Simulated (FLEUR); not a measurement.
# Co (c factor at fixed volume 1.06 on the database's cell): anisotropy by force theorems

One state of Co (c factor at fixed volume 1.06 on the database's cell) is converged without symmetry. Force theorems then give its anisotropy.

Main program and level: FLEUR MaX-R8.1; PBE; all-electron FLAPW, Dirac cores, scalar-relativistic bands.

Report form: the programs' logs are mostly left out.

## (1) The starting structure

The structure is hexagonal, space group P6_3/mmc (No. 194). The conventional cell has a = 2.435 Å, b = 2.435 Å, c = 4.314 Å, α = 90.00°, β = 90.00°, γ = 120.00°. Nearest to Co lie 12 Co at 2.44 to 2.57 Å.

The cell is strained on purpose: c factor at fixed volume 1.06 on the database's cell.

## (2) Self-consistent state

The force theorems are single passes in this state's potential, so it has to be converged first.

No symmetry is used, so that later steps may turn the spins freely; k and −k are joined. inpgen writes inp.xml from crystal.txt; cutoffs, mixing, functional, smearing and local orbitals are then set in the file. The k list scf (kpts.xml, not shown) is a Γ-centred 14×14×8 mesh; where the ranks do not divide the number of points, some are split in two of half the weight.

inp.xml reads:

```
<?xml version="1.0" encoding="UTF-8" standalone="no"?>
<fleurInput fleurInputVersion="0.39">
   <comment>
      Co
   </comment>
   <calculationSetup>
      <cutoffs Kmax="3.66" Gmax="11.0" GmaxXC="11.0" numbands="0"/>
      <scfLoop itmax="110" minDistance="0.00002" maxIterBroyd="15" imix="Anderson" alpha="0.05" precondParam="0.0" spinf="2.0" sdNocoIR="T"/>
      <coreElectrons ctail="F" frcor="F" kcrel="0" coretail_lmax="0"/>
      <xcFunctional name="pbe" relativisticCorrections="F"/>
      <magnetism jspins="2" l_noco="F" l_ss="F">
         <qss>0.0 0.0 0.0</qss>
         <mtNocoParams l_mperp="F" l_mtNocoPot="F" l_relaxSQA="F" mag_mixing_scheme="0" mix_RelaxWeightOffD="1.0" l_constrained="F" mix_constr="1.0"/>
         <sourceFreeMag l_sourceFree="F" l_scaleMag="F" mag_scale="1.0"/>
      </magnetism>
      <soc l_soc="F" theta="0.0" phi="0.0" spav="F"/>
      <expertModes spex="0" secvar="F"/>
      <geometryOptimization l_f="F" forcealpha="1.0" forcemix="BFGS" epsdisp="0.00001" epsforce="0.00001"/>
      <ldaU l_linMix="F" mixParam="0.05" spinf="1.0"/>
   </calculationSetup>
   <cell>
      <bzIntegration valenceElectrons="34.0" mode="hist" fermiSmearingEnergy="0.00183747">
         <kPointListSelection listName="scf"/>
         <xi:include xmlns:xi="http://www.w3.org/2001/XInclude" href="kpts.xml"> </xi:include>
      </bzIntegration>
      <xi:include xmlns:xi="http://www.w3.org/2001/XInclude" href="sym.xml"> </xi:include>
      <bulkLattice scale="1.0">
         <bravaisMatrix>
            <row-1>    4.6022431071265570     0.0000000041385002     0.0000000000000000</row-1>
            <row-2>   -2.3011215571348611     3.9856594430855923     0.0000000000000000</row-2>
            <row-3>    0.0000000000000000     0.0000000000000000     8.1524561357801115</row-3>
         </bravaisMatrix>
      </bulkLattice>
   </cell>
   <atomSpecies>
      <species name="Cobalt (Co2.000" element="Co" atomicNumber="27">
         <mtSphere radius="2.24" gridPoints="741" logIncrement="0.016"/>
         <atomicCutoffs lmax="8" lnonsphr="6"/>
         <electronConfig flipSpins="F">
            <coreConfig>(1s1/2) (2s1/2) (2p1/2) (2p3/2)</coreConfig>
            <valenceConfig>(3s1/2) (3p1/2) (3p3/2) (4s1/2) (3d3/2) (3d5/2)</valenceConfig>
            <stateOccupation state="(3d3/2)" spinUp="1.5" spinDown="1.3"/>
            <stateOccupation state="(3d5/2)" spinUp="3.0" spinDown="1.2"/>
         </electronConfig>
         <energyParameters s="4" p="4" d="3" f="4"/>
         <lo type="SCLO" l="0" n="3" eDeriv="0"/>
         <lo type="SCLO" l="1" n="3" eDeriv="0"/>
      </species>
   </atomSpecies>
   <atomGroups>
      <atomGroup species="Cobalt (Co2.000">
         <relPos label="                   1">1.000/3.000 -1.000/3.000 1.000/4.000</relPos>
         <force calculate="T" relaxXYZ="TTT"/>
         <nocoParams  alpha="0.0" beta="0.0"/>
      </atomGroup>
      <atomGroup species="Cobalt (Co2.000">
         <relPos label="                   2">-1.000/3.000 1.000/3.000 -1.000/4.000</relPos>
         <force calculate="T" relaxXYZ="TTT"/>
         <nocoParams  alpha="0.0" beta="0.0"/>
      </atomGroup>
   </atomGroups>
   <output dos="F" band="F" slice="F">
      <bandDOS minEnergy="-.5*Htr" maxEnergy="0.5*Htr" sigma="0.015" storeEVData="T"/>
      <plotting iplot="0" polar="F">
         <plot TwoD="T" vec1="  1.0  0.0  0.0" vec2="  0.0  1.0  0.0" vec3="  0.0  0.0  1.0" zero="  0.0  0.0  0.0" file="plot"/>
      </plotting>
      <moessbauerParams electricFieldGradient="F" isomerShift="F" coreHyperfine="F" valenceHyperfine="F"/>
   </output>
</fleurInput>
```

crystal.txt reads:

```
Co
&input film=F cartesian=F /
2.43540217136  0.00000000219  0.00000000000
-1.21770108757  2.10912014773  0.00000000000
0.00000000000  0.00000000000  4.31409400000
1.8897261246
1.0 1.0 1.0

2
27 0.33333333333  0.66666666667  0.25000000000 : 2.000
27 0.66666666667  0.33333333333  0.75000000000 : 2.000

&kpt div1=14 div2=14 div3=8 gamma=T /
```

Run with:

```sh
> OMP_NUM_THREADS=1 inpgen -f crystal.txt -nosym -noco > inpgen.log  # inp.xml is then edited as shown
> OMP_NUM_THREADS=1 mpirun -n 8 fleur_MPI > fleur.log
```

The job ended after 79 s (8 MPI ranks of Arm Neoverse V2, shared host; peak memory 0.75 GiB; 11 min of CPU time).

Read from the output:

| Property | Result |
| --- | --- |
| free energy | -75836.6963 eV |
| program's band gap on this mesh (in a metal only a level spacing) | 0.003219 eV |
| magnetization | 3.248 μB |
| final state | ferromagnetic |
| largest moment | 1.691 μB |

After 21 cycles the largest moment stands at 1.69 μB.

## (3) Energy against the direction of the moments, rung 1

Anisotropy is a small difference, so it is taken from sums over occupied states at a frozen potential, where most errors cancel.

One pass with spin–orbit coupling for each direction, from the saved density. Inversion lets half of the mesh serve, which the program's warning doesn't know. The k list mae (kpts.xml, not shown) is a Γ-centred 18×18×9 mesh.

Changes to inp.xml since step 2:

```diff
@@ -6,4 +6,4 @@
    <calculationSetup>
-      <cutoffs Kmax="3.66" Gmax="11.0" GmaxXC="11.0" numbands="0"/>
-      <scfLoop itmax="110" minDistance="0.00002" maxIterBroyd="15" imix="Anderson" alpha="0.05" precondParam="0.0" spinf="2.0" sdNocoIR="T"/>
+      <cutoffs Kmax="3.66" Gmax="11.0" GmaxXC="11.0" numbands="74"/>
+      <scfLoop itmax="1" minDistance="0.00002" maxIterBroyd="15" imix="Anderson" alpha="0.05" precondParam="0.0" spinf="2.0" sdNocoIR="T"/>
       <coreElectrons ctail="F" frcor="F" kcrel="0" coretail_lmax="0"/>
@@ -15,3 +15,3 @@
       </magnetism>
-      <soc l_soc="F" theta="0.0" phi="0.0" spav="F"/>
+      <soc l_soc="T" theta="0.0" phi="0.0" spav="F"/>
       <expertModes spex="0" secvar="F"/>
@@ -22,3 +22,3 @@
       <bzIntegration valenceElectrons="34.0" mode="hist" fermiSmearingEnergy="0.00183747">
-         <kPointListSelection listName="scf"/>
+         <kPointListSelection listName="mae"/>
          <xi:include xmlns:xi="http://www.w3.org/2001/XInclude" href="kpts.xml"> </xi:include>
@@ -68,2 +68,5 @@
    </output>
+   <forceTheorem>
+      <MAE theta="0.0 1.5707963 1.5707963 0.7853982" phi="0.0 0.0 0.5235988 0.0"/>
+   </forceTheorem>
 </fleurInput>
```

Run with:

```sh
> OMP_NUM_THREADS=1 mpirun -n 8 fleur_MPI -warn_only > fleur.log
```

The job ended after 47 s (8 MPI ranks; peak memory 1.6 GiB; 6.2 min of CPU time).

Anisotropy energies, by row:

```
                              axis       x    y       z  band energy less the first axis' (meV a cell)
                             [001]       0    0       1                                              0
                             [100]       1    0       0                                        -0.1718
                             [210]   0.866  0.5       0                                        -0.1712
45 degrees from [001] toward [100]  0.7071    0  0.7071                                       -0.08582
```

Indices are those of the standard conventional cell; x, y, z give the same directions in the axes of the input.

## (4) Anisotropy by the force theorem, rung 2

A second rung shows how far the first can be trusted.

The k list mae (kpts.xml, not shown) is a Γ-centred 26×26×13 mesh.

inp.xml is that of step 3.

Run time: 2.3 min. Hardware: 8 MPI ranks; peak memory 3.9 GiB; 19 min of CPU time.

Anisotropy energies, by row:

```
                              axis       x    y       z  band energy less the first axis' (meV a cell)
                             [001]       0    0       1                                              0
                             [100]       1    0       0                                        -0.1765
                             [210]   0.866  0.5       0                                        -0.1768
45 degrees from [001] toward [100]  0.7071    0  0.7071                                       -0.08882
```

## (5) Spin–orbit coupling, moments along [001]

Spin–orbit coupling ties the spins to the lattice and lets orbital moments form.

A new self-consistent run of the start ferro ++, with the moments along z. The k list default-1 (kpts.xml, not shown) is a Γ-centred 26×26×13 mesh.

Changes to inp.xml since step 2:

```diff
@@ -6,12 +6,8 @@
    <calculationSetup>
-      <cutoffs Kmax="3.66" Gmax="11.0" GmaxXC="11.0" numbands="0"/>
+      <cutoffs Kmax="3.66" Gmax="11.0" GmaxXC="11.0" numbands="74"/>
       <scfLoop itmax="110" minDistance="0.00002" maxIterBroyd="15" imix="Anderson" alpha="0.05" precondParam="0.0" spinf="2.0" sdNocoIR="T"/>
-      <coreElectrons ctail="F" frcor="F" kcrel="0" coretail_lmax="0"/>
+      <coreElectrons ctail="T" frcor="F" kcrel="0" coretail_lmax="0"/>
       <xcFunctional name="pbe" relativisticCorrections="F"/>
-      <magnetism jspins="2" l_noco="F" l_ss="F">
-         <qss>0.0 0.0 0.0</qss>
-         <mtNocoParams l_mperp="F" l_mtNocoPot="F" l_relaxSQA="F" mag_mixing_scheme="0" mix_RelaxWeightOffD="1.0" l_constrained="F" mix_constr="1.0"/>
-         <sourceFreeMag l_sourceFree="F" l_scaleMag="F" mag_scale="1.0"/>
-      </magnetism>
-      <soc l_soc="F" theta="0.0" phi="0.0" spav="F"/>
+      <magnetism jspins="2"/>
+      <soc l_soc="T" theta="0.0" phi="0.0" spav="F"/>
       <expertModes spex="0" secvar="F"/>
@@ -22,3 +18,3 @@
       <bzIntegration valenceElectrons="34.0" mode="hist" fermiSmearingEnergy="0.00183747">
-         <kPointListSelection listName="scf"/>
+         <kPointListSelection listName="default-1"/>
          <xi:include xmlns:xi="http://www.w3.org/2001/XInclude" href="kpts.xml"> </xi:include>
@@ -52,9 +48,4 @@
          <relPos label="                   1">1.000/3.000 -1.000/3.000 1.000/4.000</relPos>
-         <force calculate="T" relaxXYZ="TTT"/>
-         <nocoParams  alpha="0.0" beta="0.0"/>
-      </atomGroup>
-      <atomGroup species="Cobalt (Co2.000">
          <relPos label="                   2">-1.000/3.000 1.000/3.000 -1.000/4.000</relPos>
          <force calculate="T" relaxXYZ="TTT"/>
-         <nocoParams  alpha="0.0" beta="0.0"/>
       </atomGroup>
```

Changes to crystal.txt since step 2:

```diff
@@ -12,2 +12,3 @@
 
-&kpt div1=14 div2=14 div3=8 gamma=T /
+&soc 0.0000000 0.0000000 /
+&kpt div1=26 div2=26 div3=13 gamma=T /
```

Run with:

```sh
> OMP_NUM_THREADS=1 inpgen -f crystal.txt > inpgen.log  # inp.xml is then edited as shown
> OMP_NUM_THREADS=1 mpirun -n 8 fleur_MPI > fleur.log
```

It took 2.1 min on 8 MPI ranks; peak memory 0.95 GiB; 17 min of CPU time.

This step gave:

```yaml
free_energy: -75836.7427 eV
program_s_band_gap_on_this_mesh_in_a_metal_only_a_level_spacing: 3.92e-4 eV
magnetization: 3.287 μB
final_state: ferromagnetic
largest_moment: 1.710 μB
orbital_moment_along_the_spin: 0.07168 μB
```

Orbital moment in the sphere, along the spin axis by atom:

```
atom  orbital moment in the sphere, along the spin axis (μB)
 Co1                                                  0.0717
 Co2                                                  0.0717
```

## (6) Outcome

| Property | Result |
| --- | --- |
| reference state | ferromagnetic |
| largest sphere moment | 1.69 μB |
| easy direction of those tried | the plane normal to [001] |
| energy along [100] less [001], force theorem | -0.177 meV a primitive cell |
| orbital moment on the atom of largest spin, along its spin (spin–orbit run) | 0.0717 μB |

By the force theorem the moments prefer the plane normal to [001], with no direction in it resolved; shape anisotropy is not in it. The difference for the second direction goes from -0.17 meV (mesh 18×18×9, 74 states, 6.2 min of CPU time) to -0.18 meV (mesh 26×26×13, 74 states, 19 min). The orbital moment is parallel to the spin, as Hund's third rule has it for a shell over half filled. The state was typed, and no other order was converged beside it, so it need not be the ground state.

[Logs and program files are shortened in this print: banners, set-up blocks, solver, clock and traceback lines can be left out without a mark of their own.]

[Logs are printed without paths, hosts, clocks, repeated set-up lines and the standing remarks that a program may print on its own settings, such as how far it seeks lower states.]

[Hosts, paths, dates, database ids (printed as entryN), source tags and the programs' standing remarks are cut or masked in the printed files.]

[Where a cell is said to come from a database of computed structures, the database is the Materials Project.]
